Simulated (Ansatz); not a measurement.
# Starting-point dependence of the GW gap of TiO2 (Anatase)

One-shot GW is not self-consistent; how far does the start matter for TiO2 (Anatase)?

Program: Ansatz 0.2.0. Level of theory: G0W0 on several functionals, plane waves, PAW. Results are calculated unless marked as measured.

Most raw output is cut from this account.

In doubt: masses and optical values from hybrid runs of this build are listed as unsure (steps 5, 6, 7), which bears on the screening that GW takes from such a start.

### 1. Starting point

It takes space group I4_1/amd (No. 141, tetragonal). The conventional cell has a = 3.784 Å, b = 3.784 Å, c = 9.515 Å, α = 90.00°, β = 90.00°, γ = 90.00°. Ti has 6 O at 1.93 to 1.98 Å nearest. Nearest to O lie 3 Ti at 1.93 to 1.98 Å. Farther neighbours and most contacts between anions are not listed.

Coordinates:

```cif
data_structure
_symmetry_space_group_name_H-M 'I4_1/amd:1'
_symmetry_Int_Tables_number 141
_cell_length_a 3.7842
_cell_length_b 3.7842
_cell_length_c 9.5146
_cell_angle_alpha 90.000
_cell_angle_beta 90.000
_cell_angle_gamma 90.000
_cell_volume 136.25
loop_
_atom_site_label
_atom_site_type_symbol
_atom_site_symmetry_multiplicity
_atom_site_Wyckoff_symbol
_atom_site_fract_x
_atom_site_fract_y
_atom_site_fract_z
_atom_site_occupancy
Ti1 Ti 4 a 0.00000 0.00000 0.00000 1
O1 O 8 e 0.00000 0.00000 0.20810 1
```

The cell and positions come from the Crystallography Open Database and are kept as given unless a step says otherwise. The default PAW set here is soft_2. Its files were made with PBE.

### 2. G0W0 on LDA

G0W0 replaces the xc potential by the self-energy, built once from these orbitals. Only a window of levels is corrected, while the sums run over the empty bands that the input names.

This step: G0W0 on LDA, plane waves, PAW.

The input, input.yaml:

```yaml
crystal:
  lattice:
    - [-1.8921, 1.8921, 4.7573]
    - [1.8921, -1.8921, 4.7573]
    - [1.8921, 1.8921, -4.7573]
  atoms:
    - { symbol: Ti, position: [0.0, 0.0, 0.0] }
    - { symbol: Ti, position: [0.75, 0.25, 0.5] }
    - { symbol: O, position: [0.2081, 0.2081, 0.0] }
    - { symbol: O, position: [0.9581, 0.4581, 0.5] }
    - { symbol: O, position: [0.5419, 0.0419, 0.5] }
    - { symbol: O, position: [0.7919, 0.7919, 0.0] }
kpoints:
  mp_grid: { grid: [6, 6, 6] }
hamiltonian:
  xc: lda
scf:
  occupations: { method: fixed }
gw:
  n_empty_bands: 154
  ecut_chi: 100
  qp_bands: [v2, c2]
  qp_kpoints: band_edges
  screening: { model: contour_deformation }
```

Launch:

```console
ansatz run input.yaml --threads 2 --pin off --max-ram 92160MiB --backend cuda --events-out ev --progress --plain --runs-dir out --devices 1 --max-vram 13GiB  # rebuilt from the run's record
```

Elapsed: 23 s, on 1 × NVIDIA H100 80GB HBM3 (shared by 6 runs) with 2 threads of AMD EPYC 7R13 (Zen 3), shared host; peak memory 1.3 GiB.

Numbers from this step:

```yaml
bands_summed: 178
rpa_eps_infinity_on_this_mesh_eigenvalues: 6.263, 6.875, 6.875
plane_waves_in_the_screening_matrix: 155
q_points_in_the_mesh: 216
g0w0_gap_on_the_mesh: 3.664 eV
k_of_the_valence_top: 0, 0, -0.5
k_of_the_conduction_bottom: 0, 0, 0
starting_gap_on_the_mesh: 2.061 eV
z_at_the_valence_top: 0.7119
z_at_the_conduction_bottom: 0.7341
least_direct_g0w0_gap_on_the_computed_points: 3.993 eV
```

The gap on the mesh goes from 2.06 eV to 3.66 eV, a correction of +1.60 eV. Between the two edge states, bare exchange in place of the xc potential would open the gap by 12.68 eV, and correlation takes back 11.08 eV.

### 3. G0W0 on PBE

One-shot GW remembers its start. Another functional's orbitals and levels show by how much.

This step: G0W0 on PBE, plane waves, PAW.

input.yaml: that of step 2 with these lines changed.

```diff
@@ -15,3 +15,3 @@
 hamiltonian:
-  xc: lda
+  xc: pbe
 scf:
```

The job ended after 40 s (1 × NVIDIA H100 80GB HBM3 (shared by 6 runs) with 2 threads; peak memory 1.3 GiB).

This step gave:

```yaml
bands_summed: 178
rpa_eps_infinity_on_this_mesh_eigenvalues: 6.057, 6.645, 6.645
plane_waves_in_the_screening_matrix: 155
q_points_in_the_mesh: 216
g0w0_gap_on_the_mesh: 3.618 eV
k_of_the_valence_top: 0, 0, -0.5
k_of_the_conduction_bottom: 0, 0, 0
starting_gap_on_the_mesh: 2.167 eV
z_at_the_valence_top: 0.7124
z_at_the_conduction_bottom: 0.7329
least_direct_g0w0_gap_on_the_computed_points: 3.944 eV
```

Against the run with 6×6×6 mesh, 154 empty bands, screening to 100 eV on LDA, the gap moves by −0.05 eV, while the start moved by +0.11 eV.

### 4. G0W0 on r2SCAN

This step: G0W0 on r2SCAN, plane waves, PAW.

input.yaml: that of step 3 with these lines changed.

```diff
@@ -15,3 +15,3 @@
 hamiltonian:
-  xc: pbe
+  xc: r2scan
 scf:
```

The job ended after 31 s (1 × NVIDIA H100 80GB HBM3 (shared by 6 runs) with 2 threads; peak memory 1.6 GiB).

Numbers from this step:

| Item | Value |
| --- | --- |
| bands summed | 178 |
| RPA ε∞ on this mesh (eigenvalues) | 5.441, 5.881, 5.881 |
| plane waves in the screening matrix | 155 |
| G0W0 gap on the mesh | 3.605 eV |
| k of the valence top | 0, 0, -0.5 |
| k of the conduction bottom | 0, 0, 0 |
| starting gap on the mesh | 2.548 eV |
| least direct G0W0 gap on the computed points | 3.934 eV |

Against the run with 6×6×6 mesh, 154 empty bands, screening to 100 eV on PBE, the gap moves by −0.013 eV, while the start moved by +0.38 eV.

### 5. G0W0 on HSE06

This step: G0W0 on HSE06, plane waves, PAW.

input.yaml: that of step 4 with these lines changed.

```diff
@@ -15,3 +15,3 @@
 hamiltonian:
-  xc: r2scan
+  xc: hse06
 scf:
```

It took 66 s on 1 × NVIDIA H100 80GB HBM3 (shared by 6 runs) with 2 threads; peak memory 2.3 GiB; 92 s of CPU time.

This step gave:

```
bands summed                                 : 178
RPA ε∞ on this mesh (eigenvalues)            : 4.449, 4.702, 4.702
plane waves in the screening matrix          : 155
G0W0 gap on the mesh                         : 3.989 eV
k of the valence top                         : 0, 0, -0.5
k of the conduction bottom                   : 0, 0, 0
starting gap on the mesh                     : 3.665 eV
least direct G0W0 gap on the computed points : 4.336 eV
```

Against the run with 6×6×6 mesh, 154 empty bands, screening to 100 eV on r2SCAN, the gap moves by +0.38 eV, while the start moved by +1.12 eV.

### 6. G0W0 on PBE0

This step: G0W0 on PBE0, plane waves, PAW.

input.yaml: that of step 5 with these lines changed.

```diff
@@ -15,3 +15,3 @@
 hamiltonian:
-  xc: hse06
+  xc: pbe0
 scf:
```

It took 72 s on 1 × NVIDIA H100 80GB HBM3 (shared by 6 runs) with 2 threads; peak memory 2.3 GiB; 1.8 min of CPU time.

This step gave:

```yaml
bands_summed: 178
rpa_eps_infinity_on_this_mesh_eigenvalues: 4.156, 4.355, 4.355
plane_waves_in_the_screening_matrix: 155
g0w0_gap_on_the_mesh: 4.260 eV
k_of_the_valence_top: 0, 0, -0.5
k_of_the_conduction_bottom: 0, 0, 0
starting_gap_on_the_mesh: 4.408 eV
least_direct_g0w0_gap_on_the_computed_points: 4.610 eV
```

Against the run with 6×6×6 mesh, 154 empty bands, screening to 100 eV on HSE06, the gap moves by +0.27 eV, while the start moved by +0.74 eV.

### 7. G0W0 on Hartree-Fock

This step: G0W0 on Hartree-Fock, plane waves, PAW.

input.yaml: that of step 6 with these lines changed.

```diff
@@ -15,3 +15,3 @@
 hamiltonian:
-  xc: pbe0
+  xc: hf
 scf:
```

Elapsed: 64 s, on 1 × NVIDIA H100 80GB HBM3 (shared by 6 runs) with 2 threads; peak memory 2.2 GiB; 94 s of CPU time.

Numbers from this step:

```yaml
bands_summed: 178
rpa_eps_infinity_on_this_mesh_eigenvalues: 2.301, 2.301, 2.306
plane_waves_in_the_screening_matrix: 155
g0w0_gap_on_the_mesh: 5.574 eV
k_of_the_valence_top: 0, 0, -0.5
k_of_the_conduction_bottom: 0, 0, 0
starting_gap_on_the_mesh: 12.80 eV
least_direct_g0w0_gap_on_the_computed_points: 5.986 eV
```

Against the run with 6×6×6 mesh, 154 empty bands, screening to 100 eV on PBE0, the gap moves by +1.31 eV, while the start moved by +8.39 eV.

### 8. The starts together

All on the 6×6×6 mesh with 154 empty bands and screening to 100 eV. Times are wall times on 1 × NVIDIA H100 80GB HBM3 (shared by 6 runs) with 2 threads of AMD EPYC 7R13 (Zen 3), shared host, good to a factor of about two.

```
       start  starting gap (eV)  shift (eV)  G0W0 gap (eV)  RPA ε∞ (harmonic mean)  Z (valence, conduction)  time
         LDA               2.06       +1.60           3.66                    6.66               0.71, 0.73  23 s
         PBE               2.17       +1.45           3.62                    6.44               0.71, 0.73  40 s
      r2SCAN               2.55       +1.06           3.60                    5.73               0.73, 0.74  31 s
       HSE06               3.66       +0.32           3.99                    4.61               0.76, 0.78  66 s
        PBE0               4.41       −0.15           4.26                    4.29               0.77, 0.79  72 s
Hartree-Fock              12.80       −7.23           5.57                    2.30               0.88, 0.89  64 s
```

How the two edges are built up, in eV (the quasiparticle level is the starting level plus Σx plus Σc less Vxc):

```
   run               edge  start      Σx     Σc     Vxc     Z     QP
   LDA        valence top   6.91  -25.69   4.64  -21.06  0.71   6.91
   LDA  conduction bottom   8.97  -13.06  -6.45  -21.11  0.73  10.58
   PBE        valence top   7.29  -25.81   4.75  -20.94  0.71   7.17
   PBE  conduction bottom   9.46  -13.08  -6.39  -20.79  0.73  10.78
r2SCAN        valence top   6.92  -25.85   4.63  -21.37  0.73   7.06
r2SCAN  conduction bottom   9.47  -12.94  -6.34  -20.48  0.74  10.67
 HSE06        valence top   6.29  -25.93   4.39  -22.01  0.76   6.75
 HSE06  conduction bottom   9.95  -12.40  -5.93  -19.11  0.78  10.74
```

For a hybrid start, Vxc holds its share of exact exchange.

### 9. Outcome

- G0W0@LDA: 3.66 eV (start 2.06 eV)
- G0W0@PBE: 3.62 eV (start 2.17 eV)
- G0W0@r2SCAN: 3.60 eV (start 2.55 eV)
- G0W0@HSE06: 3.99 eV (start 3.66 eV)
- G0W0@PBE0: 4.26 eV (start 4.41 eV)
- G0W0@Hartree-Fock: 5.57 eV (start 12.80 eV)
- known limits: not at the basis limit

The starting gaps span 10.74 eV and the G0W0 gaps 1.97 eV. Between LDA and Hartree-Fock, 1.91 eV of the 10.74 eV survives, 18 %. The order is not kept throughout: PBE starts 0.11 eV above LDA and ends 0.05 eV below it, so orbitals matter beside the gap. Hartree-Fock screens less than LDA (ε∞ 2.30 against 6.66). Of the 1.91 eV by which its G0W0 gap is higher, the correlation part gives +3.85 eV, and exchange with the one-particle terms, which follow the orbitals, −1.94 eV. On PBE0 and Hartree-Fock the correction is negative: that start lies above its own G0W0 value. The smallest correction, −0.15 eV, is on PBE0, the start nearest to reproducing itself. Bands and cutoff are finite, so the gap is not at the basis limit. The miss can reach some tenths of an eV and take either sign; the mesh is an error of its own.

[Paths, hosts, dates, memory and timing lines, banners, echoed tables and standing remarks are left out of the program output.]

[Logs are printed without paths, hosts, clocks, repeated set-up lines and the standing remarks that a program may print on its own settings, such as how far it seeks lower states.]

[Runs of the session that timed out or met a known fault of the program may be left out.]

[Cells called generated may have been cut or substituted from an entry of the Crystallography Open Database or the Materials Project.]

[Hosts, paths, dates, database ids (printed as entryN), source tags and the programs' standing remarks are cut or masked in the printed files.]
